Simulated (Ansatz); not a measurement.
# Lattice dynamics of Sn2Os (built on the sites of a database entry of FeSi2)

Aim: the vibrations of Sn2Os (built on the sites of a database entry of FeSi2), their spectra, and whether the structure is stable.

Program: Ansatz 0.2.0. Level of theory: DFT PBEsol, scalar-relativistic, plane waves, PAW. Results are calculated unless marked as measured.

The structure was built from a prototype and need not be the compound's stable phase.

### 1. Starting point

It takes space group P4/mmm (No. 123, tetragonal). The conventional cell has a = 3.072 Å, b = 3.072 Å, c = 5.870 Å, α = 90.00°, β = 90.00°, γ = 90.00°. Os has 8 Sn at 2.69 Å nearest. Sn has 4 Os at 2.69 Å and 1 Sn at 2.70 Å nearest. Farther neighbours are not listed.

### 2. Coarse relaxation

The start is far from rest, so a relaxation with loose tolerances brings it close first.

input.yaml reads:

```yaml
crystal:
  lattice:
    - [3.07228, 0.0, 0.0]
    - [0.0, 3.07228, 0.0]
    - [0.0, 0.0, 5.86984]
  atoms:
    - { symbol: Os, position: [0.0, 0.0, 0.0] }
    - { symbol: Sn, position: [0.5, 0.5, 0.27] }
    - { symbol: Sn, position: [0.5, 0.5, 0.73] }
kpoints:
  mp_grid: { grid: [6, 6, 4] }
hamiltonian:
  xc: pbesol
scf:
  occupations: { method: gaussian, width: 0.1 }
output:
  forces: true
  stress: true
  eigenvalues: true
relax:
  adjacent_minimum: "off"
  f_tol: 0.05
  max_steps: 80
  cell: { stress_tol: 0.5 }
```

Command:

```sh
$ ansatz run input.yaml --threads 8 --pin off --max-ram 14336MiB --backend cpu --events-out ev --progress --plain --runs-dir out
```

Numbers of over 12 decimals in the logs are rounded to 6 here.

The log of the run:

```text
The last accepted step is kept in <dir> (removed where the run ends without a failure and the disk answers)
Engine: ansatz 0.2.0, x86_64-unknown-linux-gnu
Pseudopotentials: kind: paw
Pseudopotential: Os, paw, valence charge 16, recommended cutoff 420 eV (normal), Os.paw.azcp
Pseudopotential: Sn, paw, valence charge 14, recommended cutoff 420 eV (normal), Sn.paw.azcp
Functional definition: PBEsol
  exchange = pbesol_x
[...]
F+E_penalty+E_count = -23149.96670486 eV   max|allowed force component| = 3.530e-3 eV/Å   (the final SCF, on the basis selected at the relaxed cell)
  cell:  # Å, volume = 61.6026 Å³
    - [3.170734, 0, 0.0]
    - [0, 3.170734, 0.0]
    - [0.0, 0.0, 6.127443]
  atoms:
    - { symbol: Os, position: [0, 0, 0.0] }
    - { symbol: Sn, position: [0.500000, 0.500000, 0.267772] }
    - { symbol: Sn, position: [0.500000, 0.500000, 0.732228] }
[key lines of the parts left out:]
SCF converged after 6 iterations
Free energy (F): -23149.966705 eV
Fermi energy:    15.844246 eV
P = ⅓ Tr σ = -0.0861 GPa (-0.861 kbar)
```

The job ended after 2.5 s (8 threads of Intel Xeon Platinum 8488C (Sapphire Rapids), shared host; peak memory 0.49 GiB; 14 s of CPU time).

Step by step:

```tsv
step	energy less that of the first step (eV)	largest force component (eV/Å)	pressure (GPa)	volume (Å³)
1	0.0000	0.7625	18.36	55.40
2	-0.2416	1.1363	-4.48	62.88
3	-0.2727	0.4753	-1.27	62.98
4	-0.3108	0.0238	0.40	61.39
5	-0.3113	0.0052	-0.06	61.60
6*	-0.3151	0.0035	-0.09	61.60
```

Relaxation steps marked * repeat the geometry before them on a plane-wave basis chosen anew for their cell, so energy and pressure can jump there.

Forces are held to the 16 operations that the run works with; a distortion that breaks them can't arise in this run.

```tsv
conventional cell, symmetrised	before	after	change
a (Å)	3.072	3.171	+3.2 %
b (Å)	3.072	3.171	+3.2 %
c (Å)	5.870	6.127	+4.4 %
volume (Å³/atom)	18.47	20.53	+11.2 %
```

The atoms that moved most (Å, as changes of fractional coordinates times the final cell):

```tsv
atom	dx	dy	dz	length
Sn3	0.000	0.000	0.014	0.014
Sn2	0.000	0.000	-0.014	0.014
```

The relaxed structure:

```xyz
3
Lattice="3.1707 0.0000 0.0000 0.0000 3.1707 0.0000 0.0000 0.0000 6.1274" Properties=species:S:1:pos:R:3 pbc="T T T"
Os    0.0000    0.0000    0.0000
Sn    1.5854    1.5854    1.6408
Sn    1.5854    1.5854    4.4867
```

This step gave:

| Item | Value |
| --- | --- |
| pressure | -0.08607 GPa |
| volume per atom | 20.53 Å³ |
| gap on the k-mesh | 0 eV |

In this step the volume went from 18.47 to 20.53 Å³/atom.

### 3. Bringing the structure to rest

Harmonic phonons are second derivatives at a point where the forces vanish, and they are wanted at zero stress, so atoms and cell are relaxed first.

input.yaml reads:

```yaml
crystal:
  lattice:
    - [3.1707343325, 0.0, 0.0]
    - [0.0, 3.1707343325, 0.0]
    - [0.0, 0.0, 6.1274429606]
  atoms:
    - { symbol: Os, position: [0.0, 0.0, 0.0] }
    - { symbol: Sn, position: [0.5, 0.5, 0.2677715783] }
    - { symbol: Sn, position: [0.5, 0.5, 0.7322284217] }
kpoints:
  mp_grid: { grid: [14, 14, 8] }
hamiltonian:
  xc: pbesol
scf:
  occupations: { method: gaussian, width: 0.1 }
output:
  forces: true
  stress: true
  eigenvalues: true
  write_density: true
  write_potential: true
  elf: true
  volumetric_format: npy
relax:
  adjacent_minimum: "off"
  f_tol: 0.005
  max_steps: 80
  cell: { stress_tol: 0.05 }
```

The log of the run:

```text
[...]
Crystal: 3 atoms, lattice volume = 61.603 Å³
Basis set: ecut = 420 eV, 1221 PW (Γ), exchange–correlation on 48×48×90 points (8 copies of the dense FFT grid, shifted against one another)
Bands: 27, of which v1, the nominal top of the filled ones, is band 22 counted from 1 (21 counted from 0)
Symmetry: 16 space group operations
[...]
k-points: 180 of 1568
[...]
SCF iter   1: F=—  HF=-23149.987956 eV  |F-HF|=—  |Δ(HF+E_count)|=         —  Δρ=5.72e-3  dr2=1.89e-2  ethr=1.77e-3  ⟨swp⟩=5.7  Hψ=20797  notcnv=0
[...]
SCF iter   7: F=-23149.984658 eV  HF=-23149.984658 eV  |F-HF|=2.84e-9  |Δ(HF+E_count)|=   2.62e-8  Δρ=3.28e-6  dr2=1.35e-8  ethr=2.27e-10  ⟨swp⟩=10.1  Hψ=29175  notcnv=0
SCF 1 converged in 7 iterations: F = -23149.984658 eV  dr2 = 1.35e-8
[...]
relax step   1: F+E_penalty+E_count = -23149.98465765 eV  Δ(F+E_penalty+E_count) = +0.000e0 eV  max|allowed force component| = 2.305e-2 eV/Å  Δτ_max = 0.0000 Å  P = +0.481 GPa  Ω = 61.603 Å³  (7 SCF iters, dr2 threshold 1.00e-7 eV, accepted)
Crystal: 3 atoms, lattice volume = 62.468 Å³
[...]
SCF iter   6: F=-23149.982617 eV  HF=-23149.982617 eV  |F-HF|=3.65e-8  |Δ(HF+E_count)|=   9.26e-8  Δρ=7.13e-6  dr2=7.21e-8  ethr=6.82e-10  ⟨swp⟩=9.1  Hψ=30483  notcnv=0
SCF 2 converged in 6 iterations: F = -23149.982617 eV  dr2 = 7.21e-8
relax step   2: F+E_penalty+E_count = -23149.98261697 eV  Δ(F+E_penalty+E_count) = +2.041e-3 eV  max|allowed force component| = 8.641e-2 eV/Å  Δτ_max = 0.0118 Å  P = -0.782 GPa  Ω = 62.468 Å³  energy of the carried Pulay correction = -4.423e-4 eV  (6 SCF iters, dr2 threshold 3.00e-7 eV, rejected (line search))
Crystal: 3 atoms, lattice volume = 61.884 Å³
[...]
SCF iter   9: F=-23149.985062 eV  HF=-23149.985062 eV  |F-HF|=1.09e-11  |Δ(HF+E_count)|=  1.09e-11  Δρ=9.38e-8  dr2=6.02e-12  ethr=1.00e-12  ⟨swp⟩=6.0  Hψ=21796  notcnv=0
SCF 3 converged in 9 iterations: F = -23149.985062 eV  dr2 = 6.02e-12
relax step   3: F+E_penalty+E_count = -23149.98506248 eV  Δ(F+E_penalty+E_count) = -4.048e-4 eV  max|allowed force component| = 9.160e-3 eV/Å  Δτ_max = 0.0028 Å  P = +0.004 GPa  Ω = 61.884 Å³  energy of the carried Pulay correction = -1.444e-4 eV  (9 SCF iters, accepted)
[...]
relax step   4: F+E_penalty+E_count = -23149.98505792 eV  Δ(F+E_penalty+E_count) = +4.562e-6 eV  max|allowed force component| = 4.315e-3 eV/Å  Δτ_max = 0.0008 Å  P = +0.003 GPa  Ω = 61.902 Å³  energy of the carried Pulay correction = -1.536e-4 eV  (4 SCF iters, dr2 threshold 5.24e-9 eV, accepted)
[...]
SCF iter   5: F=-23149.985211 eV  HF=-23149.985211 eV  |F-HF|=0.00e0  |Δ(HF+E_count)|=  2.18e-11  Δρ=1.33e-7  dr2=1.98e-11  ethr=1.00e-12  ⟨swp⟩=5.3  Hψ=21757  notcnv=0
SCF 5 converged in 5 iterations: F = -23149.985211 eV  dr2 = 1.98e-11
relax step   5: F+E_penalty+E_count = -23149.98521141 eV  Δ(F+E_penalty+E_count) = -1.535e-4 eV  max|allowed force component| = 4.253e-3 eV/Å  Δτ_max = 0.0000 Å  P = +0.002 GPa  Ω = 61.902 Å³  stress off target by 3.23e-2 GPa  SCF on the basis re-selected at this cell (its energy is not comparable with the rows above)  (5 SCF iters)
[...]
SCF converged after 5 iterations
Free energy (F): -23149.985211 eV
[...]
Internal energy: -23149.981295 eV  (E = F + TS)
E sigma→0 (E₀):  -23149.983253 eV
Entropy (-TS):   -0.003916 eV (-1.305 meV/atom)
Fermi energy:    15.750744 eV
[...]
--- Forces (eV/Å), atoms counted from 1 ---
  atom   1  Os    -0.00000000     0.00000000     0.00000000
  atom   2  Sn    -0.00000000     0.00000000     0.00425333
  atom   3  Sn     0.00000000     0.00000000    -0.00425333
  max |Σ_I F_I| component: 5.20e-18 eV/Å
--- Stress (GPa, compression-positive) ---
       -0.012490       0.000000       0.000000
        0.000000      -0.012490       0.000000
        0.000000       0.000000       0.032294
  P = ⅓ Tr σ = 0.0024 GPa (0.024 kbar)
--- Band table (eV; the first three rows and the last of 180) ---
  k-point 0: bands = [... 18 lower, 13.8090, 13.8090, 14.0159, 14.9971, 18.8034, 18.8034, 19.9259, 23.8563, ... 1 higher]
  k-point 1: bands = [... 18 lower, 13.7973, 13.7973, 14.0001, 14.9971, 18.9088, 18.9088, 19.4357, 23.6072, ... 1 higher]
  k-point 2: bands = [... 18 lower, 13.7695, 13.7695, 13.9418, 14.9972, 18.4301, 19.2024, 19.2024, 22.8182, ... 1 higher]
  k-point 179: bands = [... 18 lower, 13.0058, 13.0058, 13.7621, 16.2741, 16.8730, 16.8730, 16.8748, 17.8859, ... 1 higher]
--- Relaxed structure (4 steps of the walk, 3 accepted, 1 SCFs on fresh bases) ---
[...]
cell:  # Å, volume = 61.9019 Å³
    - [3.174727, 0, 0]
    - [0, 3.174727, 0]
    - [0, 0, 6.141734]
  atoms:
    - { symbol: Os, position: [0, 0, 0] }
    - { symbol: Sn, position: [0.5, 0.5, 0.267196] }
    - { symbol: Sn, position: [0.5, 0.5, 0.732804] }
```

Run time: 8.4 s. Hardware: 8 threads; peak memory 0.67 GiB.

The steps of the relaxation:

```tsv
step	energy less that of the first step (eV)	largest force component (eV/Å)	pressure (GPa)	volume (Å³)
1	0.0000	0.0231	0.48	61.60
2	0.0020	0.0864	-0.78	62.47
3	-0.0004	0.0092	0.00	61.88
4	-0.0004	0.0043	0.00	61.90
5*	-0.0006	0.0043	0.00	61.90
```

Relaxation steps marked * repeat the geometry before them on a plane-wave basis chosen anew for their cell, so energy and pressure can jump there. Relaxation step 2 was tried and not accepted.

The run keeps the 16 symmetry operations that it works with, so distortions that break them were not tested.

```tsv
conventional cell, symmetrised	before	after	change
a (Å)	3.171	3.175	+0.1 %
b (Å)	3.171	3.175	+0.1 %
c (Å)	6.127	6.142	+0.2 %
volume (Å³/atom)	20.53	20.63	+0.5 %
```

Final coordinates:

```xyz
3
Lattice="3.1747 0.0000 0.0000 0.0000 3.1747 0.0000 0.0000 0.0000 6.1417" Properties=species:S:1:pos:R:3 pbc="T T T"
Os    0.0000    0.0000    0.0000
Sn    1.5874    1.5874    1.6410
Sn    1.5874    1.5874    4.5007
```

This step gave:

| Property | Result |
| --- | --- |
| pressure | 0.002438 GPa |
| volume per atom | 20.63 Å³ |

Valence density in the ac plane at fractional y = 0.500, with atoms of Sn within 0.2 Å of it. It is the smooth field of the valence electrons, not physical close to the nuclei.

Values in e/Å³, 24 rows by 16 columns, each cell a mean:
```
 0  0  0  0  0  0  0  0  0  0  0  0  0  0  0  0
 0  0  0  0  0  0  0  0  0  0  0  0  0  0  0  0
 0  0  0  0  0  0  1  1  1  1  1  0  0  0  0  0
 0  0  0  0  1  1  2  2  3  2  2  1  1  0  0  0
 0  0  0  0  1  2  4  7  8  7  4  2  1  0  0  0
 0  0  0  1  1  3  7 12 15 12  7  3  1  1  0  0
 0  0  0  1  1  3  7 13 15 13  7  3  1  1  0  0
 0  0  0  0  1  2  4  7  8  7  4  2  1  0  0  0
 0  0  0  0  0  1  2  3  3  3  2  1  0  0  0  0
 0  0  0  0  0  0  1  1  1  1  1  0  0  0  0  0
 0  0  0  0  0  0  0  0  0  0  0  0  0  0  0  0
 0  0  0  0  0  0  0  0  0  0  0  0  0  0  0  0
 0  0  0  0  0  0  0  0  0  0  0  0  0  0  0  0
 0  0  0  0  0  0  1  1  1  1  1  0  0  0  0  0
 0  0  0  0  0  1  1  2  2  2  1  1  0  0  0  0
 0  0  0  0  1  2  4  6  7  6  4  2  1  0  0  0
 0  0  0  0  1  3  7 11 14 11  7  3  1  0  0  0
 0  0  0  1  1  3  7 13 16 13  7  3  1  1  0  0
 0  0  0  0  1  2  5  8 10  8  5  2  1  0  0  0
 0  0  0  0  1  1  2  3  4  3  2  1  1  0  0  0
 0  0  0  0  0  1  1  1  1  1  1  1  0  0  0  0
 0  0  0  0  0  0  0  0  0  0  0  0  0  0  0  0
 0  0  0  0  0  0  0  0  0  0  0  0  0  0  0  0
 0  0  0  0  0  0  0  0  0  0  0  0  0  0  0  0
```
Columns run along a (3.2 Å), rows up along c (6.1 Å). Atoms in or near the plane, at fractional coordinates: Sn at (0.50, 0.27), Sn at (0.50, 0.73).

Electrostatic potential energy in the ac plane at fractional y = 0.500, with atoms of Sn within 0.2 Å of it. With pseudopotentials it is smooth inside the atoms' cores, unlike the true potential.

Ten even steps from '_' (-5 eV) to '@' (51 eV), each cell a mean:
```
--------------------------------
------------::::::::::----------
--------::..__________..::------
------::..____..::..____..::----
------..____--**##**--____..----
----::..__::**@@@@@@**::__..::--
----::____::##@@@@@@##::____::--
----::..____--**%%**--____..::--
------::..____..::..____..::----
--------::..__________..::------
==----------::::::::::----------
====--------------------------==
==----------::::::::::----------
--------::::..______..::::------
------::..____......____..::----
----::..____::++**++::____..::--
----::..__::**@@@@@@**::__..::--
----::____::##@@@@@@##::____::--
----::..__..==##%%##==..__..::--
------::____..::--::..____::----
--------::..__________..::------
----------::::::..::::::--------
--------------------------------
--------------------------------
```
Columns run along a (3.2 Å; values clipped at the 3rd and 97th percentile), rows up along c (6.1 Å). Atoms in or near the plane, at fractional coordinates: Sn at (0.50, 0.27), Sn at (0.50, 0.73).

ELF in the ac plane at fractional y = 0.500, with atoms of Sn within 0.2 Å of it. It is the smooth field of the valence electrons, not physical close to the nuclei.

Ten even steps from '_' (0.00) to '@' (0.62), each cell a mean:
```
****++++++==----------==++++++**
++++++++++====------====++++++++
++++++++==================++++++
++++++======--::::::--======++++
++++++====--..______..--====++++
++++======::__________::======++
==========::__________::========
--======++--..______..--++======
----==++++++--::::::--++++++==--
::--==++++++++++==++++++++++==--
..::==**##################**==::
..::--**%%@@@@@@@@@@@@@@%%**--::
..::--**##%%%%%%%%%%%%%%##**--::
::::==++****++++++++++****++==::
----==++++++==------==++++++==--
--======++==::______::==++======
==========::__________::========
++++======::__________::======++
++++++====--..______..--====++++
++++++======--::..::--======++++
++++++++==================++++++
++++++++++====------====++++++++
****++++++==----------==++++++**
******++====--::::::--====++****
```
Columns run along a (3.2 Å), rows up along c (6.1 Å). Atoms in or near the plane, at fractional coordinates: Sn at (0.50, 0.27), Sn at (0.50, 0.73).

In this step the volume went from 20.53 to 20.63 Å³/atom.

### 4. Relaxing to small forces for the phonons

Phonons need a cell at rest on their own settings, so the relaxation is repeated with tight tolerances on forces and stress on the k mesh and occupations of the first response run.

input.yaml reads:

```yaml
crystal:
  lattice:
    - [3.1747274416, 0.0, 0.0]
    - [0.0, 3.1747274416, 0.0]
    - [0.0, 0.0, 6.1417337362]
  atoms:
    - { symbol: Os, position: [0.0, 0.0, 0.0] }
    - { symbol: Sn, position: [0.5, 0.5, 0.2671962686] }
    - { symbol: Sn, position: [0.5, 0.5, 0.7328037314] }
kpoints:
  mp_grid: { grid: [16, 16, 8] }
hamiltonian:
  xc: pbesol
scf:
  occupations: { method: methfessel_paxton, width: 0.2 }
output:
  forces: true
  stress: true
  eigenvalues: true
relax:
  adjacent_minimum: "off"
  f_tol: 0.001
  max_steps: 60
  cell: { stress_tol: 0.01 }
```

The log of the run:

```text
[...]
Crystal: 3 atoms, lattice volume = 61.902 Å³
Basis set: ecut = 420 eV, 1221 PW (Γ), exchange–correlation on 48×48×90 points (8 copies of the dense FFT grid, shifted against one another)
Bands: 27, of which v1, the nominal top of the filled ones, is band 22 counted from 1 (21 counted from 0)
Symmetry: 16 space group operations
[...]
k-points: 225 of 2048
[...]
k-point 224: bands = [... 18 lower, 13.0318, 13.0318, 13.7834, 16.3028, 16.8871, 16.8871, 16.9036, 17.9062, ... 1 higher]
--- Relaxed structure (4 steps of the walk, 3 accepted, 1 SCFs on fresh bases) ---
[...]
cell:  # Å, volume = 61.8303 Å³
    - [3.172701, 0.0, 0.0]
    - [0.0, 3.172701, 0.0]
    - [0.0, 0.0, 6.142474]
  atoms:
    - { symbol: Os, position: [0, 0, 0.0] }
    - { symbol: Sn, position: [0.5, 0.5, 0.267488] }
    - { symbol: Sn, position: [0.5, 0.5, 0.732512] }
[key lines of the parts left out:]
SCF converged after 6 iterations
Free energy (F): -23149.981827 eV
Fermi energy:    15.774528 eV
P = ⅓ Tr σ = -0.0025 GPa (-0.025 kbar)
```

The job ended after 9.7 s (8 threads; peak memory 0.71 GiB; 68 s of CPU time).

Little changed from the start: no atom moved by 0.005 Å and no cell edge by 0.1 %.

Numbers from this step:

- pressure: -0.002537 GPa
- volume per atom: 20.61 Å³

The largest force component left is 0.24 meV/Å and the pressure is -0.003 GPa, within the tolerances set. The cell now holds 20.61 Å³/atom.

(Part 1 of 2 ends here.)

[Logs are printed without paths, hosts, clocks, repeated set-up lines and the standing remarks that a program may print on its own settings, such as how far it seeks lower states.]

[Hosts, paths, dates, database ids (printed as entryN), source tags and the programs' standing remarks are cut or masked in the printed files.]
